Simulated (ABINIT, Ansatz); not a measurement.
## Tc (P6_3/mmc): from the cell to the phonon bands

Aim: the phonon dispersion of Tc (P6_3/mmc), checked by a second program.

Method: DFT PBE, scalar-relativistic, plane waves, PseudoDojo norm-conserving pseudopotentials, in ABINIT 10.8.3.

## (1) Starting point

Symmetry: P6_3/mmc, No. 194, hexagonal system. Conventional cell: a = 2.740 Å, b = 2.740 Å, c = 4.398 Å, α = 90.00°, β = 90.00°, γ = 120.00°. Nearest to Tc lie 12 Tc at 2.71 to 2.74 Å.

## (2) A first look

A first run with smearing and empty bands tells whether the crystal has a gap, which decides between fixed occupations and smearing later on.

probe.abi

```
# ground state
tolvrs 1.0d-08
prtden 1
prtwf 1

# basis, mesh and filling
ecut 38.0
ngkpt 9 9 4
nshiftk 1
shiftk 0.0 0.0 0.0
istwfk *1
occopt 7
tsmear 0.005
nband 23
nstep 100
diemac 9.0
prtebands 0
prtgsr 0

# cell and atoms
acell 5.177849582 5.177849582 8.311015496
rprim 
    1.0 0.0 0.0
    -0.5 0.8660254038 0.0
    0.0 0.0 1.0
ntypat 1
znucl 43
natom 2
typat 1 1
xred 
    1/3 2/3 0.25
    2/3 1/3 0.75
pp_dirpath "./pseudo"
pseudos "Tc.upf"
```

On the command line:

```console
> OMP_NUM_THREADS=1 mpirun -n 16 abinit probe.abi > probe.log
```

Numbers of over 12 decimals in the logs are rounded to 6 here.

probe.abo, the main output file:

```text
[banners, grids, parts of the stress and lines that vanish by symmetry left out]
- input  file    -> probe.abi
- output file    -> probe.abo
- root for input  files -> probei
[...]
Symmetries : space group P6_3/m m c (#194); Bravais hP (primitive hexag.)
[...]
mpw =        2196          nfft =       43200          nkpt =          36
[...]
== DATASET  1 ==================================================================
[...]
-    --> not optimal distribution: autoparal keyword recommended in input file <--
[...]
cutoff_energies: {ecut:  38.0, pawecutdg:  -1.0, }
[...]
ETOT  1  -169.60191416886    -1.696E+02 1.713E-01 4.646E+01
 ETOT  2  -169.68616281113    -8.425E-02 1.654E-02 2.528E+01
 ETOT  3  -169.69370276846    -7.540E-03 2.186E-03 1.390E-02
 ETOT  4  -169.69370918114    -6.413E-06 3.238E-03 3.015E-04
 ETOT  5  -169.69370927568    -9.454E-08 1.378E-03 3.744E-05
 ETOT  6  -169.69370928999    -1.431E-08 1.432E-03 3.270E-08
 ETOT  7  -169.69370929000    -9.550E-12 4.586E-04 1.033E-10
 At SCF step    7       vres2   =  1.03E-10 < tolvrs=  1.00E-08 =>converged.
[...]
sigma(1 1)= -1.29163025E-04  sigma(3 2)=  0.00000000E+00
  sigma(2 2)= -1.29163026E-04  sigma(3 1)=  0.00000000E+00
  sigma(3 3)= -1.17265969E-05  sigma(2 1)=  0.00000000E+00
[...]
convergence: {deltae: -9.550E-12, res2:  1.033E-10, residm:  4.586E-04, diffor: null, }
etotal    :  -1.69693709E+02
[...]
sigma(1 1)= -1.29163025E-04  sigma(3 2)=  0.00000000E+00
  sigma(2 2)= -1.29163026E-04  sigma(3 1)=  0.00000000E+00
  sigma(3 3)= -1.17265969E-05  sigma(2 1)=  0.00000000E+00
[...]
- sigma(1 1)= -3.80010739E+00  sigma(3 2)=  0.00000000E+00
- sigma(2 2)= -3.80010741E+00  sigma(3 1)=  0.00000000E+00
- sigma(3 3)= -3.45008391E-01  sigma(2 1)=  0.00000000E+00
[...]
fcart     -1.5600946960E-28 -3.3026440065E-28  6.3278340703E-32
           strten     -1.2916302476E-04 -1.2916302567E-04 -1.1726596860E-05
================================================================================

[key lines of the parts left out:]
pressure_GPa:   2.6484E+00
```

The job ended after 4.6 s (16 MPI ranks of Arm Neoverse V2, shared host).

This step gave:

| Item | Value |
| --- | --- |
| volume per atom | 14.30 Å³ |
| pressure | 2.648 GPa |
| gap on the k-mesh | 0 eV |

No gap opens on this mesh, so smearing is kept; the printed pressure holds the stress of the finite basis too.

## (3) Relaxation

The harmonic expansion needs vanishing forces, and a free crystal bears no stress, so cell and atoms are brought to rest. Stress is more sensitive to the basis than forces are: the last 3 Ha under the cutoff are smoothed with ecutsm, and the cutoff is raised above that of the later runs.

relax.abi

```
# relaxation
ionmov 2
optcell 2
dilatmx 1.08
ntime 40
tolmxf 1.0d-05
tolvrs 1.0d-14
prtwf 0
prtden 0
chksymtnons 0

# basis, mesh and filling
ecut 47.0
ecutsm 3.0
ngkpt 12 12 6
nshiftk 1
shiftk 0.0 0.0 0.0
istwfk *1
occopt 7
tsmear 0.01
nband 23
nstep 100
diemac 1000000.0
prtebands 0
prtgsr 0

# cell and atoms
acell 5.177849582 5.177849582 8.311015496
rprim 
    1.0 0.0 0.0
    -0.5 0.8660254038 0.0
    0.0 0.0 1.0
ntypat 1
znucl 43
natom 2
typat 1 1
xred 
    1/3 2/3 0.25
    2/3 1/3 0.75
pp_dirpath "./pseudo"
pseudos "Tc.upf"
```

On the command line:

```console
> OMP_NUM_THREADS=1 mpirun -n 16 abinit relax.abi > relax.log
```

relax.abo, the main output file:

```text
[banners, grids, parts of the stress and lines that vanish by symmetry left out]
- input  file    -> relax.abi
- output file    -> relax.abo
- root for input  files -> relaxi
[...]
Symmetries : space group P6_3/m m c (#194); Bravais hP (primitive hexag.)
[...]
mpw =        3771          nfft =       77760          nkpt =          76
[...]
== DATASET  1 ==================================================================
[...]
cutoff_energies: {ecut:  47.0, pawecutdg:  -1.0, }
[...]
ETOT  1  -169.60153575145    -1.696E+02 1.482E-01 7.911E+01
 ETOT  2  -169.69006223453    -8.853E-02 2.397E-02 3.291E+01
 ETOT  3  -169.69548757825    -5.425E-03 7.113E-03 6.144E-03
 ETOT  4  -169.69549134572    -3.767E-06 2.633E-03 1.996E-04
 ETOT  5  -169.69549137977    -3.405E-08 1.164E-03 1.054E-05
[...]
At SCF step    9       vres2   =  1.53E-15 < tolvrs=  1.00E-14 =>converged.
[...]
sigma(1 1)= -1.35162163E-04  sigma(3 2)=  0.00000000E+00
  sigma(2 2)= -1.35162164E-04  sigma(3 1)=  0.00000000E+00
  sigma(3 3)= -7.89313820E-05  sigma(2 1)=  0.00000000E+00
[...]
convergence: {deltae: -1.592E-12, res2:  1.529E-15, residm:  5.259E-04, diffor: null, }
etotal    :  -1.69695491E+02
[...]
ETOT  1  -169.69423023744    -1.697E+02 2.971E-04 8.881E+00
[...]
At SCF step    9       vres2   =  4.43E-16 < tolvrs=  1.00E-14 =>converged.
[...]
sigma(1 1)= -2.07214736E-05  sigma(3 2)=  0.00000000E+00
  sigma(2 2)= -2.07214745E-05  sigma(3 1)=  0.00000000E+00
  sigma(3 3)=  1.75546228E-05  sigma(2 1)=  0.00000000E+00
[...]
convergence: {deltae: -7.105E-13, res2:  4.432E-16, residm:  1.681E-05, diffor: null, }
etotal    :  -1.69695627E+02
[...]
ETOT  1  -169.69560450337    -1.697E+02 2.292E-03 1.666E-01
[...]
At SCF step    8       vres2   =  1.45E-15 < tolvrs=  1.00E-14 =>converged.
[...]
sigma(1 1)= -5.68527926E-06  sigma(3 2)=  0.00000000E+00
  sigma(2 2)= -5.68528015E-06  sigma(3 1)=  0.00000000E+00
  sigma(3 3)=  1.82707086E-05  sigma(2 1)=  0.00000000E+00
[...]
convergence: {deltae: -4.263E-13, res2:  1.451E-15, residm:  2.547E-06, diffor: null, }
etotal    :  -1.69695633E+02
[...]
ETOT  1  -169.69560770297    -1.697E+02 1.204E-04 1.613E-01
[...]
At SCF step    8       vres2   =  8.78E-16 < tolvrs=  1.00E-14 =>converged.
[...]
sigma(1 1)=  2.38771238E-06  sigma(3 2)=  0.00000000E+00
  sigma(2 2)=  2.38771149E-06  sigma(3 1)=  0.00000000E+00
  sigma(3 3)=  7.35044976E-06  sigma(2 1)=  0.00000000E+00
[...]
convergence: {deltae:  1.108E-12, res2:  8.782E-16, residm:  3.739E-07, diffor: null, }
etotal    :  -1.69695636E+02
[...]
ETOT  1  -169.69563328132    -1.697E+02 2.701E-03 1.731E-02
[...]
At SCF step    8       vres2   =  1.52E-16 < tolvrs=  1.00E-14 =>converged.
[...]
sigma(1 1)=  1.06960525E-06  sigma(3 2)=  0.00000000E+00
  sigma(2 2)=  1.06960435E-06  sigma(3 1)=  0.00000000E+00
  sigma(3 3)=  1.28141379E-06  sigma(2 1)=  0.00000000E+00
[...]
convergence: {deltae: -5.116E-13, res2:  1.521E-16, residm:  3.871E-07, diffor: null, }
etotal    :  -1.69695636E+02
[...]
ETOT  1  -169.69563597112    -1.697E+02 1.127E-06 9.357E-04
[...]
At SCF step    7       vres2   =  6.36E-15 < tolvrs=  1.00E-14 =>converged.
[...]
sigma(1 1)=  1.12556625E-07  sigma(3 2)=  0.00000000E+00
  sigma(2 2)=  1.12555732E-07  sigma(3 1)=  0.00000000E+00
  sigma(3 3)=  3.09552209E-08  sigma(2 1)=  0.00000000E+00
[...]
convergence: {deltae:  0.000E+00, res2:  6.362E-15, residm:  9.475E-08, diffor: null, }
etotal    :  -1.69695636E+02
[...]
ETOT  1  -169.69563611578    -1.697E+02 9.774E-08 7.822E-06
[...]
ETOT  5  -169.69563611707     9.663E-13 3.608E-07 3.500E-12
 ETOT  6  -169.69563611707     2.558E-13 9.107E-08 7.143E-15
 At SCF step    6       vres2   =  7.14E-15 < tolvrs=  1.00E-14 =>converged.
[...]
sigma(1 1)=  3.96706233E-09  sigma(3 2)=  0.00000000E+00
  sigma(2 2)=  3.96616919E-09  sigma(3 1)=  0.00000000E+00
  sigma(3 3)= -3.66638379E-09  sigma(2 1)=  0.00000000E+00
[...]
convergence: {deltae:  2.558E-13, res2:  7.143E-15, residm:  9.107E-08, diffor: null, }
etotal    :  -1.69695636E+02
[...]
At Broyd/MD step   7, gradients are converged :
[...]
sigma(1 1)=  3.96706233E-09  sigma(3 2)=  0.00000000E+00
  sigma(2 2)=  3.96616919E-09  sigma(3 1)=  0.00000000E+00
  sigma(3 3)= -3.66638379E-09  sigma(2 1)=  0.00000000E+00
[...]
- sigma(1 1)=  1.16715003E-04  sigma(3 2)=  0.00000000E+00
- sigma(2 2)=  1.16688726E-04  sigma(3 1)=  0.00000000E+00
- sigma(3 3)= -1.07868735E-04  sigma(2 1)=  0.00000000E+00
[...]
fcart      5.1717993132E-29  2.9859397256E-29 -5.0607558820E-31
           strten      3.9670623279E-09  3.9661691882E-09 -3.6663837903E-09
================================================================================

[key lines of the parts left out:]
pressure_GPa:  -4.1845E-05
Total energy (etotal) [Ha]= -1.69695636117075E+02
```

Run time: 71 s. Hardware: 16 MPI ranks; 19 min of CPU time.

Step by step:

```tsv
step	energy less that of the first step (eV)	largest force (eV/Å)	volume (Å³)
1	0.0000	0.0000	28.59
2	-0.0037	0.0000	28.90
3	-0.0038	0.0000	28.93
4	-0.0039	0.0000	28.93
5	-0.0039	0.0000	28.92
6	-0.0039	0.0000	28.92
7	-0.0039	0.0000	28.92
```

```tsv
conventional cell, symmetrised	before	after	change
a (Å)	2.740	2.755	+0.6 %
b (Å)	2.740	2.755	+0.6 %
c (Å)	4.398	4.399	+0.0 %
volume (Å³/atom)	14.30	14.46	+1.1 %
```

Final coordinates:

```xyz
2
Lattice="2.7551 0.0000 0.0000 -1.3776 2.3860 0.0000 0.0000 0.0000 4.3993" Properties=species:S:1:pos:R:3 pbc="T T T"
Tc    0.0000    1.5907    1.0998
Tc    1.3776    0.7953    3.2995
```

Numbers from this step:

| Item | Value |
| --- | --- |
| volume per atom | 14.46 Å³ |
| pressure | -4.18e-5 GPa |

The volume changes by +1.1 % in this run and stands +1.1 % from the first cell.

## (4) Self-consistent run for the response

First-order wavefunctions inherit every error of the ground state, hence the very tight tolvrs. Smearing stays on, as the first look found no gap above 0.3 eV.

gs.abi

```
# ground state
tolvrs 1.0d-16
prtden 1
prtwf 1

# basis, mesh and filling
ecut 38.0
ngkpt 12 12 6
nshiftk 1
shiftk 0.0 0.0 0.0
istwfk *1
occopt 7
tsmear 0.01
nband 23
nstep 100
diemac 1000000.0
prtebands 0
prtgsr 0

# cell and atoms
acell 5.206399282 5.206399282 8.313497547
rprim 
    1.0 0.0 0.0
    -0.5 0.8660254038 0.0
    0.0 0.0 1.0
ntypat 1
znucl 43
natom 2
typat 1 1
xred 
    1/3 2/3 0.25
    2/3 1/3 0.75
pp_dirpath "./pseudo"
pseudos "Tc.upf"
```

On the command line:

```console
> OMP_NUM_THREADS=1 mpirun -n 16 abinit gs.abi > gs.log
```

gs.abo, the main output file:

```text
[banners, grids, parts of the stress and lines that vanish by symmetry left out]
- input  file    -> gs.abi
- output file    -> gs.abo
- root for input  files -> gsi
[...]
Symmetries : space group P6_3/m m c (#194); Bravais hP (primitive hexag.)
[...]
mpw =        2204          nfft =       43200          nkpt =          76
[...]
== DATASET  1 ==================================================================
[...]
cutoff_energies: {ecut:  38.0, pawecutdg:  -1.0, }
[...]
ETOT  1  -169.60646943555    -1.696E+02 2.021E-01 4.559E+01
 ETOT  2  -169.68929065605    -8.282E-02 1.843E-02 2.031E+01
 ETOT  3  -169.69536968807    -6.079E-03 6.815E-03 9.739E-03
 ETOT  4  -169.69537524357    -5.556E-06 5.578E-03 1.480E-04
 ETOT  5  -169.69537528751    -4.394E-08 1.803E-03 2.708E-06
[...]
ETOT  9  -169.69537528850     1.620E-12 3.833E-04 1.248E-15
 ETOT 10  -169.69537528850     2.558E-13 4.575E-04 2.143E-17
 At SCF step   10       vres2   =  2.14E-17 < tolvrs=  1.00E-16 =>converged.
[...]
sigma(1 1)=  2.08082937E-05  sigma(3 2)=  0.00000000E+00
  sigma(2 2)=  2.08082928E-05  sigma(3 1)=  0.00000000E+00
  sigma(3 3)=  2.10118566E-05  sigma(2 1)=  0.00000000E+00
[...]
convergence: {deltae:  2.558E-13, res2:  2.143E-17, residm:  4.575E-04, diffor: null, }
etotal    :  -1.69695375E+02
[...]
sigma(1 1)=  2.08082937E-05  sigma(3 2)=  0.00000000E+00
  sigma(2 2)=  2.08082928E-05  sigma(3 1)=  0.00000000E+00
  sigma(3 3)=  2.10118566E-05  sigma(2 1)=  0.00000000E+00
[...]
- sigma(1 1)=  6.12201136E-01  sigma(3 2)=  0.00000000E+00
- sigma(2 2)=  6.12201109E-01  sigma(3 1)=  0.00000000E+00
- sigma(3 3)=  6.18190165E-01  sigma(2 1)=  0.00000000E+00
[...]
fcart     -1.0343598627E-28 -5.9718794514E-29  6.3259448526E-32
           strten      2.0808293660E-05  2.0808292766E-05  2.1011856623E-05
================================================================================

[key lines of the parts left out:]
pressure_GPa:  -6.1420E-01
```

Run time: 8.5 s. Hardware: 16 MPI ranks.

Numbers from this step:

| Quantity | Value |
| --- | --- |
| pressure | -0.6142 GPa |

The cell stands at -0.61 GPa: the relaxation ran with a smoothed and higher cutoff, and the difference is a stress of the finite basis.

(Continued in part 2 of 4.)

[Host names and launcher messages were left out of these logs when they were recorded.]

[Logs are printed without paths, hosts, clocks, repeated set-up lines and the standing remarks that a program may print on its own settings, such as how far it seeks lower states.]

[Hosts, paths, dates, database ids (printed as entryN), source tags and the programs' standing remarks are cut or masked in the printed files.]
